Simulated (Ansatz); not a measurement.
# Hf2CF2 monolayer: relaxing the cell for a phonon run

Aim: bring Hf2CF2 monolayer to small forces and stress, as phonons need.

Program: Ansatz 0.2.0. Level of theory: DFT PBE, scalar-relativistic, plane waves, PAW. Results are calculated unless marked as measured.

### Step 1. The structure

The cell holds 5 atoms: 1 C, 2 Hf and 2 F. Its edges and angles: a = 3.260 Å, b = 3.260 Å, c = 20.000 Å, α = 90.0°, β = 90.0°, γ = 120.0°. Vacuum lies along c.

### Step 2. A coarse first look

First a cheap look: the gap decides the mesh and the occupations, the pressure tells how far the cell has to move.

The program solves this slab on a cell height of its own, 33.2 Å, in place of the one typed.

The input, input.yaml:

```yaml
crystal:
  lattice:
    - [3.26, 0.0, 0.0]
    - [-1.63, 2.82324, 0.0]
    - [0.0, 0.0, 20.0]
  atoms:
    - { symbol: C, position: [0.0, 0.0, 0.5] }
    - { symbol: Hf, position: [0.333333, 0.666667, 0.56] }
    - { symbol: Hf, position: [0.666667, 0.333333, 0.44] }
    - { symbol: F, position: [0.666667, 0.333333, 0.6175] }
    - { symbol: F, position: [0.333333, 0.666667, 0.3825] }
  periodic: [true, true, false]
kpoints:
  mp_grid: { grid: [6, 6, 1] }
hamiltonian:
  xc: pbe
scf:
  occupations: { method: gaussian, width: 0.1 }
output:
  forces: true
  stress: true
  eigenvalues: true
```

The run is started by

```sh
> ansatz run input.yaml --threads 4 --pin off --max-ram 14336MiB --backend cpu --events-out ev --progress --plain --runs-dir out
```

Numbers of over 12 decimals in the logs are rounded to 6 here.

What it wrote:

```text
[...]
k-point 2: bands = [... 31 lower, -7.1958, -6.3204, -5.7059, -4.0322, -0.5939, -0.0924, 0.1782 (0.1782°), 0.3350 (0.3350°), ... 3 higher]
  k-point 6: bands = [... 31 lower, -7.0631, -7.0631, -6.1390, -1.8757, -0.9046, -0.9046, 0.7026, 1.2664, ... 3 higher]
  ° read free of the cell's end (the report's vacuum.weakly_bound_levels)
  °? not known for the slab's own: over its row's bound_up_to_ev there, or no deeper under its free states than its continued_xc_part_ev in size
[key lines of the parts left out:]
SCF converged after 8 iterations
Free energy (F): -33315.252424 eV
Fermi energy:    -2.428211 eV
P = ½ c Tr σ = 6.9904 N/m
```

Wall time 1.6 s (4 threads of Arm Neoverse V2, shared host); peak memory 0.69 GiB.

This step gave:

| Quantity | Value |
| --- | --- |
| gap on the k-mesh | 0 eV |
| area per atom | 1.841 Å² |

The coarse mesh shows no gap.

### Step 3. Coarse relaxation

A rough relaxation comes first, because large forces or stress need no tight tolerances yet.

The program solves this slab on a cell height of its own, 33.2 Å, in place of the one typed.

input.yaml: that of step 2 with these lines changed.

```diff
@@ -13,3 +13,3 @@
 kpoints:
-  mp_grid: { grid: [6, 6, 1] }
+  mp_grid: { grid: [9, 9, 1] }
 hamiltonian:
@@ -22 +22,6 @@
   eigenvalues: true
+relax:
+  adjacent_minimum: "off"
+  f_tol: 0.05
+  max_steps: 80
+  cell: { stress_2d_tol: 0.02 }
```

What it wrote:

```text
[...]
Crystal: 5 atoms, lattice volume = 305.565 Å³
Basis set: ecut = 420 eV, 6087 PW (Γ), exchange–correlation on 48×48×450 points (8 copies of the dense FFT grid, shifted against one another)
Bands: 42, of which v1, the nominal top of the filled ones, is band 35 counted from 1 (34 counted from 0)
Symmetry: 12 space group operations
[...]
cell:  # Å, volume = 308.5660 Å³
    - [3.275968, 0.0, 0]
    - [-1.637984, 2.837072, 0]
    - [0, 0, 33.2]
  atoms:
    - { symbol: C, position: [0, 0, 0.301205] }
    - { symbol: Hf, position: [0.333333, 0.666667, 0.337290] }
    - { symbol: Hf, position: [0.666667, 0.333333, 0.265120] }
    - { symbol: F, position: [0.666667, 0.333333, 0.378106] }
    - { symbol: F, position: [0.333333, 0.666667, 0.224304] }
[key lines of the parts left out:]
SCF converged after 7 iterations
Free energy (F): -33315.673449 eV
Fermi energy:    -3.818744 eV
P = ½ c Tr σ = -0.0131 N/m
```

Wall time 17 s (4 threads); peak memory 0.77 GiB.

Relaxation path:

```tsv
step	energy less that of the first step (eV)	largest force component (eV/Å)	volume (Å³)
1	0.0000	2.1813	305.56
2	-0.4549	0.1131	306.32
3	-0.4566	0.0221	308.77
4*	-0.4590	0.0220	308.77
5	-0.4591	0.0306	308.57
6*	-0.4590	0.0306	308.57
```

Relaxation steps marked * repeat the geometry before them on a plane-wave basis chosen anew for their cell, so energy and pressure can jump there.

Forces are held to the 12 operations that the run works with; a distortion that breaks them can't arise in this run.

```tsv
cell as run	before	after	change
a (Å)	3.260	3.276	+0.5 %
b (Å)	3.260	3.276	+0.5 %
```

The atoms that moved most (Å, along periodic axes as changes of fractional coordinates times the final cell, across vacuum about the mean position):

```tsv
atom	dx	dy	dz	length
F4	0.000	0.000	0.203	0.203
F5	0.000	0.000	-0.203	0.203
```

The relaxed structure:

```cif
data_structure
_symmetry_space_group_name_H-M 'P 1'
_symmetry_Int_Tables_number 1
_cell_length_a 3.2760
_cell_length_b 3.2760
_cell_length_c 33.2000
_cell_angle_alpha 90.000
_cell_angle_beta 90.000
_cell_angle_gamma 120.000
_cell_volume 308.57
loop_
_atom_site_label
_atom_site_type_symbol
_atom_site_fract_x
_atom_site_fract_y
_atom_site_fract_z
_atom_site_occupancy
C1 C 0.00000 0.00000 0.30120 1
Hf2 Hf 0.33333 0.66667 0.33729 1
Hf3 Hf 0.66667 0.33333 0.26512 1
F4 F 0.66667 0.33333 0.37811 1
F5 F 0.33333 0.66667 0.22430 1
```

Numbers from this step:

* area per atom: 1.859 Å²

The relaxation ends with a largest force component of 0.031 eV/Å.

### Step 4. Relaxation

Harmonic phonons are second derivatives at a point where the forces vanish, and they are wanted at zero stress, so atoms and cell are relaxed first.

The input, input.yaml:

```yaml
crystal:
  lattice:
    - [3.2759680581, 0.0, 0.0]
    - [-1.6379840291, 2.8370715603, 0.0]
    - [0.0, 0.0, 33.2]
  atoms:
    - { symbol: C, position: [0.0, 0.0, 0.3012048193] }
    - { symbol: Hf, position: [0.3333333333, 0.6666666667, 0.3372900732] }
    - { symbol: Hf, position: [0.6666666667, 0.3333333333, 0.2651195653] }
    - { symbol: F, position: [0.6666666667, 0.3333333333, 0.3781057698] }
    - { symbol: F, position: [0.3333333333, 0.6666666667, 0.2243038688] }
  periodic: [true, true, false]
kpoints:
  mp_grid: { grid: [12, 12, 1] }
hamiltonian:
  xc: pbe
scf:
  occupations: { method: gaussian, width: 0.1 }
output:
  forces: true
  stress: true
  eigenvalues: true
relax:
  adjacent_minimum: "off"
  f_tol: 0.005
  max_steps: 80
  cell: { stress_2d_tol: 0.02 }
```

What it wrote:

```text
[...]
Crystal: 5 atoms, lattice volume = 308.566 Å³
Basis set: ecut = 420 eV, 6159 PW (Γ), exchange–correlation on 48×48×450 points (8 copies of the dense FFT grid, shifted against one another)
Bands: 42, of which v1, the nominal top of the filled ones, is band 35 counted from 1 (34 counted from 0)
[... 1 set-up line as in the run before ...]
[...]
k-points: 19 of 144
[...]
SCF iter   1: F=—  HF=-33315.666558 eV  |F-HF|=—  |Δ(HF+E_count)|=         —  Δρ=3.83e-3  dr2=4.35e-2  ethr=1.77e-3  ⟨swp⟩=10.8  Hψ=4457  notcnv=0
[...]
SCF iter  10: F=-33315.658181 eV  HF=-33315.658181 eV  |F-HF|=4.73e-10  |Δ(HF+E_count)|=   6.48e-9  Δρ=1.44e-7  dr2=4.56e-11  ethr=1.00e-12  ⟨swp⟩=3.7  Hψ=2995  notcnv=0
SCF 1 converged in 10 iterations: F = -33315.658181 eV  dr2 = 4.56e-11
[...]
relax step   1: F+E_penalty+E_count = -33315.65818099 eV  Δ(F+E_penalty+E_count) = +0.000e0 eV  max|allowed force component| = 6.937e-2 eV/Å  Δτ_max = 0.0000 Å  P = -0.050 N/m  Ω = 308.566 Å³  fix = [c, alpha, beta]  reactions: c -0.000 N/m  (10 SCF iters, dr2 threshold 1.00e-7 eV, accepted)
Crystal: 5 atoms, lattice volume = 308.294 Å³
[...]
SCF iter   5: F=-33315.658346 eV  HF=-33315.658346 eV  |F-HF|=1.05e-8  |Δ(HF+E_count)|=   1.20e-7  Δρ=4.13e-6  dr2=3.78e-8  ethr=4.30e-10  ⟨swp⟩=12.9  Hψ=5250  notcnv=0
SCF 2 converged in 5 iterations: F = -33315.658346 eV  dr2 = 3.78e-8
relax step   2: F+E_penalty+E_count = -33315.65834633 eV  Δ(F+E_penalty+E_count) = -1.653e-4 eV  max|allowed force component| = 7.464e-2 eV/Å  Δτ_max = 0.0049 Å  P = -0.053 N/m  Ω = 308.294 Å³  energy of the carried Pulay correction = +1.792e-4 eV  fix = [c, alpha, beta]  (5 SCF iters, dr2 threshold 3.01e-7 eV, rejected (line search))
Crystal: 5 atoms, lattice volume = 308.537 Å³
[...]
SCF iter   9: F=-33315.658381 eV  HF=-33315.658381 eV  |F-HF|=1.24e-10  |Δ(HF+E_count)|=  8.00e-11  Δρ=2.43e-8  dr2=1.16e-12  ethr=1.00e-12  ⟨swp⟩=13.5  Hψ=6772  notcnv=0
SCF 3 converged in 9 iterations: F = -33315.658381 eV  dr2 = 1.16e-12
relax step   3: F+E_penalty+E_count = -33315.65838148 eV  Δ(F+E_penalty+E_count) = -2.005e-4 eV  max|allowed force component| = 4.210e-3 eV/Å  Δτ_max = 0.0024 Å  P = -0.037 N/m  Ω = 308.537 Å³  energy of the carried Pulay correction = +1.929e-5 eV  fix = [c, alpha, beta]  reactions: c -0.000 N/m  (9 SCF iters, accepted)
[...]
relax step   4: F+E_penalty+E_count = -33315.65848134 eV  Δ(F+E_penalty+E_count) = -9.986e-5 eV  max|allowed force component| = 3.268e-3 eV/Å  Δτ_max = 0.0014 Å  P = -0.005 N/m  Ω = 308.393 Å³  energy of the carried Pulay correction = +1.137e-4 eV  fix = [c, alpha, beta]  reactions: c -0.000 N/m  (5 SCF iters, dr2 threshold 1.54e-9 eV, accepted)
[...]
SCF iter   6: F=-33315.658387 eV  HF=-33315.658387 eV  |F-HF|=7.28e-12  |Δ(HF+E_count)|=  1.46e-11  Δρ=3.95e-8  dr2=3.03e-12  ethr=1.00e-12  ⟨swp⟩=13.9  Hψ=7606  notcnv=0
SCF 5 converged in 6 iterations: F = -33315.658387 eV  dr2 = 3.03e-12
relax step   5: F+E_penalty+E_count = -33315.65838673 eV  Δ(F+E_penalty+E_count) = +9.461e-5 eV  max|allowed force component| = 3.254e-3 eV/Å  Δτ_max = 0.0000 Å  P = -0.007 N/m  Ω = 308.393 Å³  fix = [c, alpha, beta]  reactions: c -0.000 N/m  stress off target by 7.20e-3 N/m on what of the cell is left free  SCF on the basis re-selected at this cell (its energy is not comparable with the rows above)  (6 SCF iters)
[...]
SCF converged after 6 iterations
Free energy (F): -33315.658387 eV
[...]
Internal energy: -33315.649958 eV  (E = F + TS)
E sigma→0 (E₀):  -33315.654173 eV
Entropy (-TS):   -0.008428 eV (-1.686 meV/atom)
Fermi energy:    -3.733071 eV
[...]
--- Forces (eV/Å), atoms counted from 1 ---
  atom   1  C      0.00000000     0.00000000     0.00000000
  atom   2  Hf     0.00000000    -0.00000000    -0.00325433
  atom   3  Hf    -0.00000000     0.00000000     0.00325433
  atom   4  F     -0.00000000     0.00000000    -0.00228702
  atom   5  F      0.00000000    -0.00000000     0.00228702
  max |Σ_I F_I| component: 4.63e-17 eV/Å
--- 2D stress c σ (N/m, compression-positive) ---
       -0.007196       0.000000       0.000000
        0.000000      -0.007196      -0.000000
        0.000000      -0.000000      -0.000000
  P = ½ c Tr σ = -0.0072 N/m
--- Band table (eV; the first three rows and the last of 19) ---
  k-point 0: bands = [... 31 lower, -8.5656, -7.0953, -7.0953, -3.4666, -3.4666, -3.0706, -2.2685, -2.1636, ... 3 higher]
  k-point 1: bands = [... 31 lower, -8.4905, -7.3362, -7.1138, -3.7789, -3.3047, -3.0224, -2.0554, -2.0218, ... 3 higher]
  k-point 2: bands = [... 31 lower, -8.3168, -7.8328, -7.1473, -4.3898, -2.8752, -2.8406, -1.8992, -1.6906, ... 3 higher]
  k-point 18: bands = [... 31 lower, -8.4816, -8.4816, -7.4553, -3.2589, -2.4795, -2.4795, -0.7529, -0.1616, ... 3 higher]
  ° read free of the cell's end (the report's vacuum.weakly_bound_levels)
--- Relaxed structure (4 steps of the walk, 3 accepted, 1 SCFs on fresh bases) ---
[...]
cell:  # Å, volume = 308.3932 Å³
    - [3.275051, 2.8859337413370974e-11, 0]
    - [-1.637525, 2.836277, 0]
    - [0, 0, 33.2]
  atoms:
    - { symbol: C, position: [0, 0, 0.30120481928] }
    - { symbol: Hf, position: [0.333333, 0.666667, 0.337356] }
    - { symbol: Hf, position: [0.666667, 0.333333, 0.265054] }
    - { symbol: F, position: [0.666667, 0.333333, 0.378076] }
    - { symbol: F, position: [0.333333, 0.666667, 0.224333] }
```

Wall time 19 s (4 threads); peak memory 0.8 GiB.

Little changed from the start: no atom moved by 0.005 Å and no cell edge by 0.1 %.

This step gave:

```
area per atom : 1.858 Å²
```

### Step 5. Tight relaxation

Phonons need a cell at rest on their own settings, so the relaxation is repeated with tight tolerances on forces and stress, using the mesh and the filling of the phonon run that follows.

The input, input.yaml:

```yaml
crystal:
  lattice:
    - [3.2750509981, 0.0, 0.0]
    - [-1.6375254991, 2.836277363, 0.0]
    - [0.0, 0.0, 33.2]
  atoms:
    - { symbol: C, position: [0.0, 0.0, 0.3012048193] }
    - { symbol: Hf, position: [0.3333333333, 0.6666666667, 0.3373559707] }
    - { symbol: Hf, position: [0.6666666667, 0.3333333333, 0.2650536678] }
    - { symbol: F, position: [0.6666666667, 0.3333333333, 0.3780764627] }
    - { symbol: F, position: [0.3333333333, 0.6666666667, 0.2243331758] }
  periodic: [true, true, false]
kpoints:
  mp_grid: { grid: [12, 12, 1] }
hamiltonian:
  xc: pbe
scf:
  occupations: { method: methfessel_paxton, width: 0.2 }
output:
  forces: true
  stress: true
  eigenvalues: true
  write_density: true
  write_potential: true
  elf: true
  volumetric_format: npy
relax:
  adjacent_minimum: "off"
  f_tol: 0.001
  max_steps: 60
  cell: { stress_2d_tol: 0.002 }
```

What it wrote:

```text
[...]
Crystal: 5 atoms, lattice volume = 308.393 Å³
Basis set: ecut = 420 eV, 6159 PW (Γ), exchange–correlation on 48×48×450 points (8 copies of the dense FFT grid, shifted against one another)
Bands: 42, of which v1, the nominal top of the filled ones, is band 35 counted from 1 (34 counted from 0)
[... 1 set-up line as in the run before ...]
[...]
k-points: 19 of 144
[...]
cell:  # Å, volume = 308.4238 Å³
    - [3.275213, 2.8868789189653155e-11, 0]
    - [-1.637607, 2.836418, 0]
    - [0, 0, 33.2]
  atoms:
    - { symbol: C, position: [0, 0, 0.30120481926] }
    - { symbol: Hf, position: [0.333333, 0.666667, 0.337340] }
    - { symbol: Hf, position: [0.666667, 0.333333, 0.265070] }
    - { symbol: F, position: [0.666667, 0.333333, 0.378061] }
    - { symbol: F, position: [0.333333, 0.666667, 0.224349] }
[key lines of the parts left out:]
SCF converged after 9 iterations
Free energy (F): -33315.656197 eV
Fermi energy:    -3.726089 eV
P = ½ c Tr σ = -0.0015 N/m
```

Wall time 19 s (4 threads); peak memory 0.81 GiB.

Little changed from the start: no atom moved by 0.005 Å and no cell edge by 0.1 %.

ELF in the ac plane at fractional y = 0.333, with atoms of Hf and F within 0.2 Å of it. It is the smooth field of the valence electrons, not physical close to the nuclei.

Ten even steps from '_' (0.00) to '@' (0.80), each cell a mean:
```
__________________________________
__________________________________
__________________________________
__________________________________
__________________________________
__________________________________
__________________________________
__________________________________
__________________________________
__________________________________
__________________________________
__________________________________
__________________________________
____________________........______
::________..--**%%%%%%%%%%%%%%##++
....::::::....::--++++++++++==--::
==++++++++++==------------------==
::::--==--::::==##@@@@@@@@@@%%**--
::==++++==--::....::::::::::......
__..........______________________
__________________________________
__________________________________
__________________________________
__________________________________
```
Columns run along a (3.3 Å), rows up along c (33.2 Å). Atoms in or near the plane, at fractional coordinates: Hf at (0.67, 0.27), F at (0.67, 0.38).

Valence density in the ac plane at fractional y = 0.333, with atoms of Hf and F within 0.2 Å of it. It is the smooth field of the valence electrons, not physical close to the nuclei.

Values in e/Å³, 24 rows by 14 columns, each cell a mean:
```
 0  0  0  0  0  0  0  0  0  0  0  0  0  0
 0  0  0  0  0  0  0  0  0  0  0  0  0  0
 0  0  0  0  0  0  0  0  0  0  0  0  0  0
 0  0  0  0  0  0  0  0  0  0  0  0  0  0
 0  0  0  0  0  0  0  0  0  0  0  0  0  0
 0  0  0  0  0  0  0  0  0  0  0  0  0  0
 0  0  0  0  0  0  0  0  0  0  0  0  0  0
 0  0  0  0  0  0  0  0  0  0  0  0  0  0
 0  0  0  0  0  0  0  0  0  0  0  0  0  0
 0  0  0  0  0  0  0  0  0  0  0  0  0  0
 0  0  0  0  0  0  0  0  0  0  0  0  0  0
 0  0  0  0  0  0  0  0  0  0  0  0  0  0
 0  0  0  0  0  0  0  0  0  0  0  0  0  0
 0  0  0  0  0  0  0  0  0  0  0  0  0  0
 0  0  0  0  0  0  0  1  3  5  5  2  1  0
 0  0  1  1  0  0  0  1  1  2  2  1  0  0
 0  1  1  1  0  0  0  0  0  0  0  0  0  0
 0  0  0  0  0  1  2  6 14 19 17 10  4  1
 0  0  0  0  0  0  0  0  1  1  1  1  0  0
 0  0  0  0  0  0  0  0  0  0  0  0  0  0
 0  0  0  0  0  0  0  0  0  0  0  0  0  0
 0  0  0  0  0  0  0  0  0  0  0  0  0  0
 0  0  0  0  0  0  0  0  0  0  0  0  0  0
 0  0  0  0  0  0  0  0  0  0  0  0  0  0
```
Columns run along a (3.3 Å), rows up along c (33.2 Å). Atoms in or near the plane, at fractional coordinates: Hf at (0.67, 0.27), F at (0.67, 0.38).

Electrostatic potential energy in the ac plane at fractional y = 0.333, with atoms of Hf and F within 0.2 Å of it. With pseudopotentials it is smooth inside the atoms' cores, unlike the true potential.

Ten even steps from '_' (-31 eV) to '@' (0 eV), each cell a mean:
```
@@@@@@@@@@@@@@@@@@@@@@@@@@@@@@@@@@
@@@@@@@@@@@@@@@@@@@@@@@@@@@@@@@@@@
@@@@@@@@@@@@@@@@@@@@@@@@@@@@@@@@@@
@@@@@@@@@@@@@@@@@@@@@@@@@@@@@@@@@@
@@@@@@@@@@@@@@@@@@@@@@@@@@@@@@@@@@
@@@@@@@@@@@@@@@@@@@@@@@@@@@@@@@@@@
@@@@@@@@@@@@@@@@@@@@@@@@@@@@@@@@@@
@@@@@@@@@@@@@@@@@@@@@@@@@@@@@@@@@@
@@@@@@@@@@@@@@@@@@@@@@@@@@@@@@@@@@
@@@@@@@@@@@@@@@@@@@@@@@@@@@@@@@@@@
@@@@@@@@@@@@@@@@@@@@@@@@@@@@@@@@@@
@@@@@@@@@@@@@@@@@@@@@@@@@@@@@@@@@@
@@@@@@@@@@@@@@@@@@@@@@@@@@@@@@@@@@
@@@@@@@@@@@@@@@@@@@@@@@@@@@@@@@@@@
@@@@@@@@@@@@@@@@##==------==++%%@@
**++====++++**####**++++++****####
####******########################
**##%%%%%%##++::________________--
%%%%%%@@%%%%%%##****++++++++**##%%
@@@@@@@@@@@@@@@@@@@@@@@@@@@@@@@@@@
@@@@@@@@@@@@@@@@@@@@@@@@@@@@@@@@@@
@@@@@@@@@@@@@@@@@@@@@@@@@@@@@@@@@@
@@@@@@@@@@@@@@@@@@@@@@@@@@@@@@@@@@
@@@@@@@@@@@@@@@@@@@@@@@@@@@@@@@@@@
```
Columns run along a (3.3 Å; values clipped at the 3rd and 97th percentile), rows up along c (33.2 Å). Atoms in or near the plane, at fractional coordinates: Hf at (0.67, 0.27), F at (0.67, 0.38).

The largest force component left is 0.19 meV/Å, within the tolerances set.

### Step 6. What came out

```json
{"space group after relaxation (within 0.01 Å)": "P-3m1", "lattice constant a": "3.275 Å", "lattice constant b": "3.275 Å", "area per atom": "1.86 Å²"}
```

In words: The largest force component left is 0.19 meV/Å, within the tolerances set. The relaxation keeps the symmetry of its start, so it says nothing on stability against lower symmetry. Spin-orbit coupling is left out, which can matter for the heavy elements here. The starting cell was built on a prototype and not taken from a measurement.

[Logs are printed without paths, hosts, clocks, repeated set-up lines and the standing remarks that a program may print on its own settings, such as how far it seeks lower states.]

[Hosts, paths, dates, database ids (printed as entryN), source tags and the programs' standing remarks are cut or masked in the printed files.]
